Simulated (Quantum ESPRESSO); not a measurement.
# Iridium (Fm-3m): phonons by linear response, part 3 of 3

How does Iridium (Fm-3m) vibrate, and is this structure a minimum?

Quantum ESPRESSO 7.5; DFT LDA, scalar-relativistic, plane waves, PseudoDojo norm-conserving pseudopotentials.

So far. Step 5 (Linear response on the mesh): The acoustic modes at Γ come out as far as 0.4 cm⁻¹ from zero, where they should vanish, a small numerical error. The relaxed cell has a = 3.809 Å (conventional setting).

The database entry behind the starting cell differs from later determinations by our own check (0.1 to 0.3 % short, probably kX units), so it need not match the best structure at ambient conditions.

## (7) Dispersion (continued)

Matdyn.x, sum rule simple. The phonon branches at the labelled points (cm⁻¹):

| point | branch 1 | branch 2 | branch 3 |
| --- | --- | --- | --- |
| Γ | 0 | 0 | 0 |
| halfway | 114 | 114 | 184 |
| X | 151 | 151 | 187 |
| halfway | 150 | 154 | 183 |
| U | 146 | 164 | 171 |
| jump to K | 146 | 164 | 171 |
| halfway | 106 | 114 | 182 |
| Γ | 0 | 0 | 0 |
| halfway | 86 | 86 | 169 |
| L | 113 | 113 | 203 |
| halfway | 135 | 145 | 185 |
| W | 159 | 163 | 163 |
| halfway | 153 | 155 | 179 |
| X | 151 | 151 | 187 |

The phonon branches as a text plot (rows in cm⁻¹):

```
    198 |        **                            ******
    190 |       *  ****       **              *      *          *
    181 |      *       **   **  *            *        *       **
    173 |                ***     *          *          **   **
    165 |     *          ***                             ***
    156 |             ***   *                          *********
    148 |    *     *******   *    *        *          ***     ***
    139 |        **       *** *                      *
    131 |       *            * *          *          **
    122 |                     *    *               **
    114 |   *  *               **               ****
    106 |                       *             **
     97 |     *                  *       *   *
     89 |                        *          *
     80 |  * *                    * *
     72 |                               *  *
     63 |   *                      *      *
     55 |
     46 |                           ***  *
     38 | **                        *   *
     30 |
     21 | *                          **
     13 |
      4 |*                             *
         Γ           X  U|K            Γ         L        W     X
```

Lowest modes at the softest wavevector of the mesh; phase exp(i q.(R + tau)). Modes at q = (0.000, 0.250, 0.000):

| mode | frequency (cm⁻¹) |
| --- | --- |
| 1 | 86.2 |
| 2 | 86.2 |
| 3 | 169.2 |

Displacements in mode 1 (86.2 cm⁻¹), the largest set to 1, in the home cell:
```
Ir1 -0.50  0.50  1.00
```

Displacements in mode 3 (169.2 cm⁻¹), the largest set to 1, in the home cell:
```
Ir1  1.00 -1.00  1.00
```

Force constants by pair (phonopy on the run's constants); pairs near half the supercell's span include their periodic images. Pair force constants, by row:

| atom | neighbour | distance (Å) | third of the trace (eV/Å²) | along the pair's line (eV/Å²) |
| --- | --- | --- | --- | --- |
| Ir1 | itself | 0 | 15.96 | – |
| Ir1 | Ir | 2.694 | -0.8977 | -3.081 |
| Ir1 | Ir | 3.809 | -0.1036 | -1.075 |
| Ir1 | Ir | 4.665 | -0.1608 | -0.4557 |
| Ir1 | Ir | 5.387 | -0.1914 | -0.5007 |
| Ir1 | Ir | 6.023 | 0.0294 | 0.0565 |
| Ir1 | Ir | 6.598 | -0.0355 | -0.0355 |

Harmonic mean-square displacement, third of the trace. Mean-square displacements:

| T (K) | Ir1 U_eq (Å²) |
| --- | --- |
| 0 | 6.40e-4 |
| 100 | 9.40e-4 |
| 300 | 0.0023 |
| 600 | 0.0045 |

Mode patterns, pair constants, displacements and means over the zone were worked out by phonopy from the force constants of q2r.x.

All branches are real along the path.

## (8) Density of states

Sums over the zone need many more wavevectors than were solved, so the interpolation is sampled on a dense mesh.

matdyn.in

```
&input
   asr = 'simple'
   flfrc = 'x.fc'
   dos = .true.
   fldos = 'x.dos'
   nk1 = 20
   nk2 = 20
   nk3 = 20
   deltaE = 0.3
/
```

Started as:

```sh
matdyn.x -in matdyn.in > matdyn.out
```

Output:

```text
[banner, memory and clock lines left out]
Program MATDYN v.7.5

 mass for atomic type   1 not given; uses mass from file x.fc
     Message from routine matdyn:
     Z* not found in file x.fc, TO-LO splitting at q=0 will be absent!

Note: The following floating-point exceptions are signalling: IEEE_UNDERFLOW_FLAG
```

Run time: 3.8 s. Hardware: 1 thread of Arm Neoverse V1, shared host.

This step gave:

| Item | Value |
| --- | --- |
| share of modes beyond 3i cm⁻¹ on the dense interpolated mesh | 0 |
| zero-point energy per atom | 27.27 meV |
| heat capacity at 300 K | 23.90 J/(mol atoms K) |
| vibrational entropy at 300 K | 35.00 J/(mol atoms K) |

The phonon density of states has structure finer than the step of the table below, so its rows give means over 10 cm⁻¹, whole bins alone (the curve runs from 0 to 203 cm⁻¹). Peaks (cm⁻¹: height): 150.0: 0.0517, 189.6: 0.0610.

Tetrahedra. Table of phonon density of states by wavenumber; means over each step:

| wavenumber (cm⁻¹) | phonon density of states (1/cm⁻¹/cell) |
| --- | --- |
| 10 | 2.1e-5 |
| 20 | 1.3e-4 |
| 30 | 3.7e-4 |
| 40 | 7.6e-4 |
| 50 | 0.00128 |
| 60 | 0.00198 |
| 70 | 0.00297 |
| 80 | 0.00435 |
| 90 | 0.00642 |
| 100 | 0.00988 |
| 110 | 0.0176 |
| 120 | 0.0271 |
| 130 | 0.0324 |
| 140 | 0.0394 |
| 150 | 0.0440 |
| 160 | 0.0188 |
| 170 | 0.0111 |
| 180 | 0.0285 |
| 190 | 0.0455 |

Harmonic thermodynamic functions per atom, summed over the density of states scaled to three modes an atom; melting is ignored. Thermodynamic functions:

| T (K) | F_vib (meV/atom) | S (J/mol-atom/K) | C_V (J/mol-atom/K) |
| --- | --- | --- | --- |
| 0 | 27.27 | 0 | 0 |
| 50 | 26.94 | 2.667 | 7.337 |
| 100 | 23.35 | 11.35 | 17.36 |
| 200 | 3.7 | 25.53 | 22.67 |
| 300 | -27.96 | 35 | 23.9 |
| 400 | -68 | 41.95 | 24.35 |
| 500 | -114.4 | 47.41 | 24.56 |
| 600 | -165.9 | 51.9 | 24.68 |
| 700 | -221.8 | 55.71 | 24.75 |
| 800 | -281.2 | 59.01 | 24.79 |
| 900 | -343.9 | 61.94 | 24.82 |
| 1000 | -409.5 | 64.55 | 24.85 |

At 300 K the heat capacity has reached 96 % of the Dulong-Petit value.

## (9) The dispersion under another sum rule (asr no)

The sum rule corrects the force constants themselves, so it can shift branches at any wavevector, low ones most.

matdyn.in

```
&input
   asr = 'no'
   flfrc = 'x.fc'
   flfrq = 'x.freq'
   flvec = 'x.modes'
   q_in_band_form = .true.
   q_in_cryst_coord = .true.
/
8
  0.0000000   0.0000000   0.0000000   8  ! GAMMA
  0.5000000   0.0000000   0.5000000   8  ! X
  0.6250000   0.2500000   0.6250000   1  ! U
  0.3750000   0.3750000   0.7500000   8  ! K
  0.0000000   0.0000000   0.0000000   8  ! GAMMA
  0.5000000   0.5000000   0.5000000   8  ! L
  0.5000000   0.2500000   0.7500000   8  ! W
  0.5000000   0.0000000   0.5000000   1  ! X
```

Started as:

```sh
matdyn.x -in matdyn.in > matdyn.out
```

Output:

```text
[banner, memory and clock lines left out]
Program MATDYN v.7.5

 mass for atomic type   1 not given; uses mass from file x.fc
     Message from routine matdyn:
     Z* not found in file x.fc, TO-LO splitting at q=0 will be absent!
     Message from routine matdyn:
     Z* not found in file x.fc, TO-LO splitting at q=0 will be absent!

Note: The following floating-point exceptions are signalling: IEEE_UNDERFLOW_FLAG
```

Wall time 0.46 s (1 thread).

Read from the output:

```
lowest frequency on the path : 0.3915 cm⁻¹
```

At the labelled points the branches move by no more than 0.5 cm⁻¹.

## (10) Summary of results

| Quantity | Value |
| --- | --- |
| space group after relaxation | Fm-3m |
| volume per atom | 13.8 Å³ |
| q mesh | 4×4×4 |
| lowest mode on the q mesh (acoustic ones at the zone centre apart) | 86.2 cm⁻¹ |
| zero-point energy per atom | 27.3 meV |
| heat capacity at 300 K | 23.9 J/(mol atoms K) |
| vibrational entropy at 300 K | 35.0 J/(mol atoms K) |
| imaginary modes on the q mesh | none |

In words: Iridium (Fm-3m) is dynamically stable on the 4×4×4 mesh; its spectrum reaches 203 cm⁻¹. These are harmonic frequencies at zero temperature: anharmonic shifts and linewidths and thermal expansion are left out. Spin-orbit coupling is left out, which can matter for the heavy elements here. In a metal the frequencies hang on the k mesh and the smearing, most of all near Kohn anomalies.

[Host names and launcher messages were left out of these logs when they were recorded.]

[Logs are printed without paths, hosts, clocks, repeated set-up lines and the standing remarks that a program may print on its own settings, such as how far it seeks lower states.]

[Hosts, paths, dates, database ids (printed as entryN), source tags and the programs' standing remarks are cut or masked in the printed files.]
